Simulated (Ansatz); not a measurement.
# Work function of Pt(111): what the settings cost and change, part 2 of 2

Aim: the work function of Pt(111) against thickness and vacuum, with the cost.

Ansatz 0.2.0; plane-wave DFT, PBE, Ansatz PAW.

So far, work function, upper face (eV): step 2 (slab, setting 1 layer) 6.59; step 3 (slab, 2 atoms) 5.62; step 4 (run, 3 atoms) 5.74; step 5 (slab, 4 atoms) 5.66; step 6 (slab, 5 atoms) 5.66.

## (7) Run, 6 atoms

System of this step: Pt(111). The cell holds 6 atoms: 6 Pt. Cell: a = 2.772 Å, b = 2.772 Å, c = 29.316 Å, α = 90.0°, β = 90.0°, γ = 60.0°. Vacuum lies along c.

Contents of input.yaml:

```yaml
crystal:
  lattice:
    - [2.7718585823, 0.0, 0.0]
    - [1.3859292911, 2.4004999479, 0.0]
    - [0.0, 0.0, 29.3160652761]
  atoms:
    - { symbol: Pt, position: [0.3333333333, 0.3333333333, 0.3069989071] }
    - { symbol: Pt, position: [0.6666666667, 0.6666666667, 0.3841993443] }
    - { symbol: Pt, position: [0.0, 0.0, 0.4613997814] }
    - { symbol: Pt, position: [0.3333333333, 0.3333333333, 0.5386002186] }
    - { symbol: Pt, position: [0.6666666667, 0.6666666667, 0.6158006557] }
    - { symbol: Pt, position: [0.0, 0.0, 0.6930010929] }
kpoints:
  mp_grid: { grid: [17, 17, 1] }
hamiltonian:
  xc: pbe
scf:
  occupations: { method: fermi_dirac, width: 0.1 }
  convergence: { dr2_threshold: 1.0e-09 }
efield:
  axis: 3
  dipole_correction: true
  ramp_position: 0.97
  ramp_width: 0.06
output:
  write_potential: true
  write_density: true
  volumetric_format: npy
```

The run is started by

```console
$ ansatz run input.yaml --threads 2 --pin off --max-ram 3072MiB --backend cpu --events-out ev --progress --plain --runs-dir out
```

Output:

```text
[...]
Crystal: 6 atoms, lattice volume = 195.065 Å³
Basis set: ecut = 420 eV, 3829 PW (Γ)
Bands: 65, of which v1, the nominal top of the filled ones, is band 54 counted from 1 (53 counted from 0)
Symmetry: 6 space group operations
k-points: 33 of 289 (time reversal used)
[...]
k-point 0: bands = [... 50 lower, 6.1762, 6.4803, 6.4803, 6.9890, 6.9890, 7.5406, 7.5406, 7.7238, ... 7 higher]
  k-point 1: bands = [... 50 lower, 6.2225, 6.4899, 6.5498, 6.9095, 6.9927, 7.0659, 7.4718, 7.5446, ... 7 higher]
  k-point 2: bands = [... 50 lower, 6.1969, 6.3194, 6.5077, 6.5182, 6.9989, 7.0588, 7.5540, 7.8149, ... 7 higher]
  k-point 32: bands = [... 50 lower, 7.4214, 7.4844, 7.5890, 7.6668, 12.1117, 12.1480, 12.8599, 12.8894, ... 7 higher]
[key lines of the parts left out:]
SCF converged after 10 iterations
Free energy (F): -75137.009500 eV
Fermi energy:    7.777498 eV
Dipole field:    D = -0.000002 V/Å  (p = -0.000003 e·Å, saw-weighted, corrected)
Work function:   Φ+ = 5.6830 eV   Φ− = 5.6829 eV
```

It took 51 s on 2 threads of Arm Neoverse N1, shared host; peak memory 0.69 GiB; 1.7 min of CPU time.

The work function is 5.683 eV, +0.020 eV from the run “5 layers”, at 1.3 times its CPU time.

## (8) Slab, 8 atoms

System of this step: Pt(111). The cell holds 8 atoms: 8 Pt. Its edges and angles: a = 2.772 Å, b = 2.772 Å, c = 33.842 Å, α = 90.0°, β = 90.0°, γ = 60.0°. Vacuum lies along c.

input.yaml, the sections that differ from step 7:

```yaml
crystal:
  lattice:
    - [2.7718585823, 0.0, 0.0]
    - [1.3859292911, 2.4004999479, 0.0]
    - [0.0, 0.0, 33.8424913866]
  atoms:
    - { symbol: Pt, position: [0.6666666667, 0.6666666667, 0.2659378678] }
    - { symbol: Pt, position: [0.0, 0.0, 0.3328127627] }
    - { symbol: Pt, position: [0.3333333333, 0.3333333333, 0.3996876576] }
    - { symbol: Pt, position: [0.6666666667, 0.6666666667, 0.4665625525] }
    - { symbol: Pt, position: [0.0, 0.0, 0.5334374475] }
    - { symbol: Pt, position: [0.3333333333, 0.3333333333, 0.6003123424] }
    - { symbol: Pt, position: [0.6666666667, 0.6666666667, 0.6671872373] }
    - { symbol: Pt, position: [0.0, 0.0, 0.7340621322] }
# kpoints, hamiltonian, scf, efield, output: as in step 7
```

Output:

```text
[...]
Crystal: 8 atoms, lattice volume = 225.183 Å³
Basis set: ecut = 420 eV, 4433 PW (Γ)
Bands: 87, of which v1, the nominal top of the filled ones, is band 72 counted from 1 (71 counted from 0)
Symmetry: 6 space group operations
k-points: 33 of 289 (time reversal used)
[...]
k-point 0: bands = [... 68 lower, 8.3084, 8.5457, 8.5457, 8.9277, 8.9277, 9.3809, 9.3809, 9.7424, ... 11 higher]
  k-point 1: bands = [... 68 lower, 8.3479, 8.5635, 8.6287, 8.9350, 8.9750, 9.1415, 9.3505, 9.3863, ... 11 higher]
  k-point 2: bands = [... 68 lower, 8.3778, 8.4180, 8.6031, 8.6496, 8.9514, 9.0961, 9.3987, 9.7647, ... 11 higher]
  k-point 32: bands = [... 68 lower, 9.5982, 9.6093, 9.7558, 9.7685, 14.1050, 14.1221, 14.5465, 14.6390, ... 11 higher]
[key lines of the parts left out:]
SCF converged after 12 iterations
Free energy (F): -100183.057377 eV
Fermi energy:    9.881020 eV
Dipole field:    D = 0.000001 V/Å  (p = 0.000001 e·Å, saw-weighted, corrected)
Work function:   Φ+ = 5.6738 eV   Φ− = 5.6738 eV
```

Run time: 98 s. Hardware: 2 threads; peak memory 0.93 GiB.

The work function is 5.674 eV, -0.009 eV from the run “6 layers”, at 1.9 times its CPU time.

## (9) Slab, 10 atoms

System of this step: Pt(111). The cell holds 10 atoms: 10 Pt. Its edges and angles: a = 2.772 Å, b = 2.772 Å, c = 38.369 Å, α = 90.0°, β = 90.0°, γ = 60.0°. Vacuum lies along c.

input.yaml, the sections that differ from step 8:

```yaml
crystal:
  lattice:
    - [2.7718585823, 0.0, 0.0]
    - [1.3859292911, 2.4004999479, 0.0]
    - [0.0, 0.0, 38.368917497]
  atoms:
    - { symbol: Pt, position: [0.0, 0.0, 0.2345648662] }
    - { symbol: Pt, position: [0.3333333333, 0.3333333333, 0.2935504515] }
    - { symbol: Pt, position: [0.6666666667, 0.6666666667, 0.3525360368] }
    - { symbol: Pt, position: [0.0, 0.0, 0.4115216221] }
    - { symbol: Pt, position: [0.3333333333, 0.3333333333, 0.4705072074] }
    - { symbol: Pt, position: [0.6666666667, 0.6666666667, 0.5294927926] }
    - { symbol: Pt, position: [0.0, 0.0, 0.5884783779] }
    - { symbol: Pt, position: [0.3333333333, 0.3333333333, 0.6474639632] }
    - { symbol: Pt, position: [0.6666666667, 0.6666666667, 0.7064495485] }
    - { symbol: Pt, position: [0.0, 0.0, 0.7654351338] }
# kpoints, hamiltonian, scf, efield, output: as in step 8
```

Output:

```text
[...]
Crystal: 10 atoms, lattice volume = 255.301 Å³
Basis set: ecut = 420 eV, 5037 PW (Γ)
Bands: 108, of which v1, the nominal top of the filled ones, is band 90 counted from 1 (89 counted from 0)
Symmetry: 6 space group operations
k-points: 33 of 289 (time reversal used)
[...]
k-point 1: bands = [... 86 lower, 9.9767, 10.1504, 10.2276, 10.4437, 10.5289, 10.7115, 10.8075, 10.8581, ... 14 higher]
  k-point 2: bands = [... 86 lower, 10.0235, 10.0660, 10.1989, 10.2734, 10.4684, 10.6599, 10.8241, 11.1762, ... 14 higher]
  k-point 32: bands = [... 86 lower, 11.2261, 11.2904, 11.3613, 11.3963, 15.6610, 15.6623, 15.9741, 15.9911, ... 14 higher]
[key lines of the parts left out:]
SCF converged after 13 iterations
Free energy (F): -125229.111964 eV
Fermi energy:    11.487221 eV
Dipole field:    D = 0.000001 V/Å  (p = 0.000002 e·Å, saw-weighted, corrected)
Work function:   Φ+ = 5.6651 eV   Φ− = 5.6651 eV
```

It took 2.7 min on 2 threads; peak memory 1.2 GiB.

The work function is 5.665 eV, -0.009 eV from the run “8 layers”, at 1.6 times its CPU time.

## (10) Slab, 13 atoms

System of this step: Pt(111). The cell holds 13 atoms: 13 Pt. Cell: a = 2.772 Å, b = 2.772 Å, c = 45.159 Å, α = 90.0°, β = 90.0°, γ = 60.0°. Vacuum lies along c.

input.yaml, the sections that differ from step 9:

```yaml
crystal:
  lattice:
    - [2.7718585823, 0.0, 0.0]
    - [1.3859292911, 2.4004999479, 0.0]
    - [0.0, 0.0, 45.1585566627]
  atoms:
    - { symbol: Pt, position: [0.0, 0.0, 0.199297778] }
    - { symbol: Pt, position: [0.3333333333, 0.3333333333, 0.249414815] }
    - { symbol: Pt, position: [0.6666666667, 0.6666666667, 0.299531852] }
    - { symbol: Pt, position: [0.0, 0.0, 0.349648889] }
    - { symbol: Pt, position: [0.3333333333, 0.3333333333, 0.399765926] }
    - { symbol: Pt, position: [0.6666666667, 0.6666666667, 0.449882963] }
    - { symbol: Pt, position: [0.0, 0.0, 0.5] }
    - { symbol: Pt, position: [0.3333333333, 0.3333333333, 0.550117037] }
    - { symbol: Pt, position: [0.6666666667, 0.6666666667, 0.600234074] }
    - { symbol: Pt, position: [0.0, 0.0, 0.650351111] }
    - { symbol: Pt, position: [0.3333333333, 0.3333333333, 0.700468148] }
    - { symbol: Pt, position: [0.6666666667, 0.6666666667, 0.750585185] }
    - { symbol: Pt, position: [0.0, 0.0, 0.800702222] }
# kpoints, hamiltonian, scf, efield, output: as in step 9
```

Output:

```text
[...]
Crystal: 13 atoms, lattice volume = 300.478 Å³
Basis set: ecut = 420 eV, 5935 PW (Γ)
Bands: 141, of which v1, the nominal top of the filled ones, is band 117 counted from 1 (116 counted from 0)
Symmetry: 6 space group operations
k-points: 33 of 289 (time reversal used)
[...]
k-point 1: bands = [... 113 lower, 11.8478, 11.9012, 12.0355, 12.1352, 12.2878, 12.3852, 12.5215, 12.5756, ... 20 higher]
  k-point 2: bands = [... 113 lower, 11.8345, 11.9177, 11.9899, 12.0806, 12.2486, 12.3154, 12.5965, 12.6151, ... 20 higher]
  k-point 32: bands = [... 113 lower, 13.0803, 13.1270, 13.1856, 13.2033, 17.4186, 17.4195, 17.6128, 17.6155, ... 20 higher]
[key lines of the parts left out:]
SCF converged after 13 iterations
Free energy (F): -162798.192527 eV
Fermi energy:    13.286120 eV
Dipole field:    D = 0.000000 V/Å  (p = 0.000000 e·Å, saw-weighted, corrected)
Work function:   Φ+ = 5.6669 eV   Φ− = 5.6669 eV
```

Elapsed: 4.7 min, on 2 threads; peak memory 1.7 GiB; 9.2 min of CPU time.

The work function is 5.667 eV, +0.002 eV from the run “10 layers”, at 1.7 times its CPU time.

## (11) Slab, 7 atoms

System of this step: Pt(111). The cell holds 7 atoms: 7 Pt. Cell: a = 2.772 Å, b = 2.772 Å, c = 23.579 Å, α = 90.0°, β = 90.0°, γ = 60.0°. Vacuum lies along c.

input.yaml, the sections that differ from step 10:

```yaml
crystal:
  lattice:
    - [2.7718585823, 0.0, 0.0]
    - [1.3859292911, 2.4004999479, 0.0]
    - [0.0, 0.0, 23.5792783313]
  atoms:
    - { symbol: Pt, position: [0.0, 0.0, 0.212050595] }
    - { symbol: Pt, position: [0.3333333333, 0.3333333333, 0.30803373] }
    - { symbol: Pt, position: [0.6666666667, 0.6666666667, 0.404016865] }
    - { symbol: Pt, position: [0.0, 0.0, 0.5] }
    - { symbol: Pt, position: [0.3333333333, 0.3333333333, 0.595983135] }
    - { symbol: Pt, position: [0.6666666667, 0.6666666667, 0.69196627] }
    - { symbol: Pt, position: [0.0, 0.0, 0.787949405] }
# kpoints, hamiltonian, scf, efield, output: as in step 10
```

Output:

```text
[...]
Crystal: 7 atoms, lattice volume = 156.893 Å³
Basis set: ecut = 420 eV, 3091 PW (Γ)
Bands: 76, of which v1, the nominal top of the filled ones, is band 63 counted from 1 (62 counted from 0)
Symmetry: 6 space group operations
k-points: 33 of 289 (time reversal used)
[...]
k-point 1: bands = [... 59 lower, 12.4106, 12.4346, 12.7439, 12.8159, 13.0646, 13.2144, 13.2357, 13.6823, ... 9 higher]
  k-point 2: bands = [... 59 lower, 12.2863, 12.4533, 12.4905, 12.7632, 12.8096, 13.2453, 13.4659, 13.6958, ... 9 higher]
  k-point 32: bands = [... 59 lower, 13.5380, 13.6024, 13.6914, 13.7515, 18.1373, 18.1386, 18.6835, 18.7869, ... 9 higher]
[key lines of the parts left out:]
SCF converged after 10 iterations
Free energy (F): -87660.033753 eV
Fermi energy:    13.861407 eV
Dipole field:    D = -0.000002 V/Å  (p = -0.000001 e·Å, saw-weighted, corrected)
Work function:   Φ+ = 5.6600 eV (in doubt: plateau slope 2.4e-2 eV/Å)   Φ− = 5.6611 eV (in doubt: plateau slope 1.6e-2 eV/Å)
```

It took 59 s on 2 threads; peak memory 0.66 GiB.

The work function is 5.660 eV. The program marks this work function as in doubt.

## (12) Slab, 7 atoms (run 2)

The cell differs from the one that the last finished run ended in (c 23.579 → 27.579 Å).

input.yaml, the sections that differ from step 11:

```yaml
crystal:
  lattice:
    - [2.7718585823, 0.0, 0.0]
    - [1.3859292911, 2.4004999479, 0.0]
    - [0.0, 0.0, 27.5792783313]
  atoms:
    - { symbol: Pt, position: [0.0, 0.0, 0.253813748] }
    - { symbol: Pt, position: [0.3333333333, 0.3333333333, 0.335875832] }
    - { symbol: Pt, position: [0.6666666667, 0.6666666667, 0.417937916] }
    - { symbol: Pt, position: [0.0, 0.0, 0.5] }
    - { symbol: Pt, position: [0.3333333333, 0.3333333333, 0.582062084] }
    - { symbol: Pt, position: [0.6666666667, 0.6666666667, 0.664124168] }
    - { symbol: Pt, position: [0.0, 0.0, 0.746186252] }
# kpoints, hamiltonian, scf, efield, output: as in step 11
```

Output:

```text
[...]
Crystal: 7 atoms, lattice volume = 183.508 Å³
Basis set: ecut = 420 eV, 3609 PW (Γ)
Bands: 76, of which v1, the nominal top of the filled ones, is band 63 counted from 1 (62 counted from 0)
Symmetry: 6 space group operations
k-points: 33 of 289 (time reversal used)
[...]
k-point 1: bands = [... 59 lower, 9.5789, 9.6029, 9.9122, 9.9842, 10.2331, 10.3826, 10.4040, 10.8506, ... 9 higher]
  k-point 2: bands = [... 59 lower, 9.4547, 9.6216, 9.6587, 9.9315, 9.9780, 10.4136, 10.6342, 10.8641, ... 9 higher]
  k-point 32: bands = [... 59 lower, 10.7063, 10.7707, 10.8597, 10.9198, 15.3056, 15.3069, 15.8518, 15.9552, ... 9 higher]
[key lines of the parts left out:]
SCF converged after 10 iterations
Free energy (F): -87660.033770 eV
Fermi energy:    11.029711 eV
Dipole field:    D = -0.000003 V/Å  (p = -0.000003 e·Å, saw-weighted, corrected)
Work function:   Φ+ = 5.6631 eV   Φ− = 5.6630 eV
```

It took 61 s on 2 threads; peak memory 0.73 GiB.

The work function is 5.663 eV, +0.003 eV from the run “7 layers, 10 Å of vacuum”, at 1.0 times its CPU time.

## (13) Slab, 7 atoms (run 3)

The cell differs from the one that the last finished run ended in (c 27.579 → 39.579 Å).

input.yaml, the sections that differ from step 12:

```yaml
crystal:
  lattice:
    - [2.7718585823, 0.0, 0.0]
    - [1.3859292911, 2.4004999479, 0.0]
    - [0.0, 0.0, 39.5792783313]
  atoms:
    - { symbol: Pt, position: [0.0, 0.0, 0.3284547002] }
    - { symbol: Pt, position: [0.3333333333, 0.3333333333, 0.3856364668] }
    - { symbol: Pt, position: [0.6666666667, 0.6666666667, 0.4428182334] }
    - { symbol: Pt, position: [0.0, 0.0, 0.5] }
    - { symbol: Pt, position: [0.3333333333, 0.3333333333, 0.5571817666] }
    - { symbol: Pt, position: [0.6666666667, 0.6666666667, 0.6143635332] }
    - { symbol: Pt, position: [0.0, 0.0, 0.6715452998] }
# kpoints, hamiltonian, scf, efield, output: as in step 12
```

Output:

```text
[...]
Crystal: 7 atoms, lattice volume = 263.354 Å³
Basis set: ecut = 420 eV, 5161 PW (Γ)
Bands: 76, of which v1, the nominal top of the filled ones, is band 63 counted from 1 (62 counted from 0)
Symmetry: 6 space group operations
k-points: 33 of 289 (time reversal used)
[...]
k-point 0: bands = [... 59 lower, 4.4938, 4.4938, 4.8424, 4.8424, 5.3384, 5.3384, 5.7842, 5.7842, ... 9 higher]
  k-point 1: bands = [... 59 lower, 4.5179, 4.5419, 4.8512, 4.9232, 5.1721, 5.3216, 5.3429, 5.7896, ... 9 higher]
  k-point 2: bands = [... 59 lower, 4.3937, 4.5605, 4.5976, 4.8705, 4.9170, 5.3526, 5.5732, 5.8030, ... 9 higher]
  k-point 32: bands = [... 59 lower, 5.6453, 5.7096, 5.7986, 5.8587, 10.2445, 10.2459, 10.7908, 10.8942, ... 9 higher]
[key lines of the parts left out:]
SCF converged after 10 iterations
Free energy (F): -87660.033778 eV
Fermi energy:    5.968673 eV
Dipole field:    D = -0.000002 V/Å  (p = -0.000003 e·Å, saw-weighted, corrected)
Work function:   Φ+ = 5.6630 eV   Φ− = 5.6629 eV
```

It took 86 s on 2 threads; peak memory 0.94 GiB; 2.9 min of CPU time.

The work function is 5.663 eV, -0.000 eV from the run “7 layers, 14 Å of vacuum”, at 1.4 times its CPU time.

## (14) Side by side

Times are for 2 threads of Arm Neoverse N1, shared host. Results by setting:

| no. | setting | work function, upper face (eV) | time | memory (GiB) |
| --- | --- | --- | --- | --- |
| 1 | 1 layer | 6.587 | 7.3 s | 0.38 |
| 2 | 2 layers | 5.619 | 12 s | 0.39 |
| 3 | 3 layers | 5.740 | 22 s | 0.45 |
| 4 | 4 layers | 5.664 | 33 s | 0.51 |
| 5 | 5 layers | 5.663 | 39 s | 0.59 |
| 6 | 6 layers | 5.683 | 51 s | 0.69 |
| 7 | 8 layers | 5.674 | 98 s | 0.93 |
| 8 | 10 layers | 5.665 | 2.7 min | 1.2 |
| 9 | 13 layers | 5.667 | 4.7 min | 1.7 |
| 10 | 7 layers, 10 Å of vacuum | 5.660 | 59 s | 0.66 |
| 11 | 7 layers, 14 Å of vacuum | 5.663 | 61 s | 0.73 |
| 12 | 7 layers, 26 Å of vacuum | 5.663 | 86 s | 0.94 |

## (15) Varying the input

System of this step: Pt(111) monolayer. The cell holds 1 atom: 1 Pt. Cell: a = 2.772 Å, b = 2.772 Å, c = 18.000 Å, α = 90.0°, β = 90.0°, γ = 60.0°. Vacuum lies along c.

An input spoilt on purpose, to show how the run answers: it repeats the earlier run “1 layer” with efield.ramp_width from 0.06 to 0.9, and scf.max_iter set to 75; its output block differs too.

input.yaml, the sections that differ from step 13:

```yaml
crystal:
  lattice:
    - [2.7718585823, 0.0, 0.0]
    - [1.3859292911, 2.4004999479, 0.0]
    - [0.0, 0.0, 18.0]
  atoms:
    - { symbol: Pt, position: [0.6666666667, 0.6666666667, 0.5] }
scf:
  occupations: { method: fermi_dirac, width: 0.1 }
  convergence: { dr2_threshold: 1.0e-09 }
  max_iter: 75
efield:
  axis: 3
  dipole_correction: true
  ramp_position: 0.97
  ramp_width: 0.9
# kpoints, hamiltonian, output: as in step 13
```

Output:

```text
Engine: ansatz 0.2.0, aarch64-unknown-linux-gnu
Pseudopotentials: kind: paw
Pseudopotential: Pt, paw, valence charge 18, recommended cutoff 420 eV (normal), Pt.paw.azcp
Functional definition: PBE
  parameter kappa = 0.804
  parameter beta = 0.066725
  exchange = pbe_x(kappa = kappa, mu = beta*pi^2/3)
  correlation = pbe_c(beta = beta)
Crystal: 1 atoms, lattice volume = 119.769 Å³
Basis set: ecut = 420 eV, 2377 PW (Γ)
Bands: 13, of which v1, the nominal top of the filled ones, is band 9 counted from 1 (8 counted from 0)
Symmetry: 12 space group operations
k-points: 33 of 289
Non-local potential: Pt, projectors of the file, l = 0: 3, l = 1: 2, l = 2: 2, l = 3: 1
PAW form: soft (Blöchl's): semilocal exchange-correlation on the pseudo side does not see the compensation charge
PAW one-centre angular grid: Pt, 590 points (default); XC on 64 Gauss nodes
Initial density: superposition of atomic densities (neutral atoms: chi_scale 0, normalization atom), corrected by the library's trained network
Initial wavefunctions: pseudopotential atomic-orbital guess
Functional: x = pbe(κ = 0.804, μ = 0.219515), c = pbe(β = 0.066725)
Error: efield: ion 0 (Pt) at fractional coordinate 0.5000 along the field axis lies inside the sawtooth ramp with 2 of the planes that the density is read on at each end, [0.9540, 0.8860] — the ramp must sit in vacuum (an ion there feels the fictitious reversed slope); set or move the ramp (efield.ramp_position / ramp_width) or move the geometry
```

Wall time 0.23 s (2 threads); peak memory 0.22 GiB.

The input was rejected at the start.

The program's message: “Error: efield: ion 0 (Pt) at fractional coordinate 0.5000 along the field axis lies inside the sawtooth ramp with 2 of the planes that the density is read on at each end, [0.9540, 0.8860] — the ramp m …”

The fault put into the input: a ramp so wide that it reaches the atoms.

## (16) Results

```
work function, 1 layer   : 6.587 eV
work function, 2 layers  : 5.619 eV
work function, 6 layers  : 5.683 eV
work function, 13 layers : 5.667 eV
```

The thickest slab gives 5.67 eV, and the settings tried spread the value from 5.62 to 6.59 eV. At 18 Å of vacuum, the slabs from 4 layers on stay within 0.02 eV of the thickest. Going from 10 to 26 Å of vacuum moves it by 0.003 eV. The program marks the value as in doubt in “7 layers, 10 Å of vacuum”. The ladder's slabs use the tabulated experimental lattice constant (two decimals; a low-temperature value for the alkali metals). The main runs have no spin polarisation; a magnetic state could lie lower and would change these results. In 1 run of the series (7 layers, 10 Å of vacuum) the program warns that electrons reach the sawtooth's ramp, which makes dipole and work function less sure.

Calculation against experiment:

```
                                               quantity  measured        13 layers
work function (clean (111) face, a compiled value) (eV)      5.91  5.67 (-0.24 eV)
```

Measured values from arxiv:1902.07811 (2019).

Verdict: The work function is off by -0.24 eV: fair agreement. No cell relaxation is part of this session.

[Long decimals in the printed logs are rounded to 6 places.]

[Logs are printed without paths, hosts, clocks, repeated set-up lines and the standing remarks that a program may print on its own settings, such as how far it seeks lower states.]

[Hosts, paths, dates, database ids (printed as entryN), source tags and the programs' standing remarks are cut or masked in the printed files.]

[Maps of the electrostatic potential energy from Ansatz leave out the sawtooth potential of an applied field or a dipole correction, so their vacuum need not be flat; planar profiles and work functions include it.]
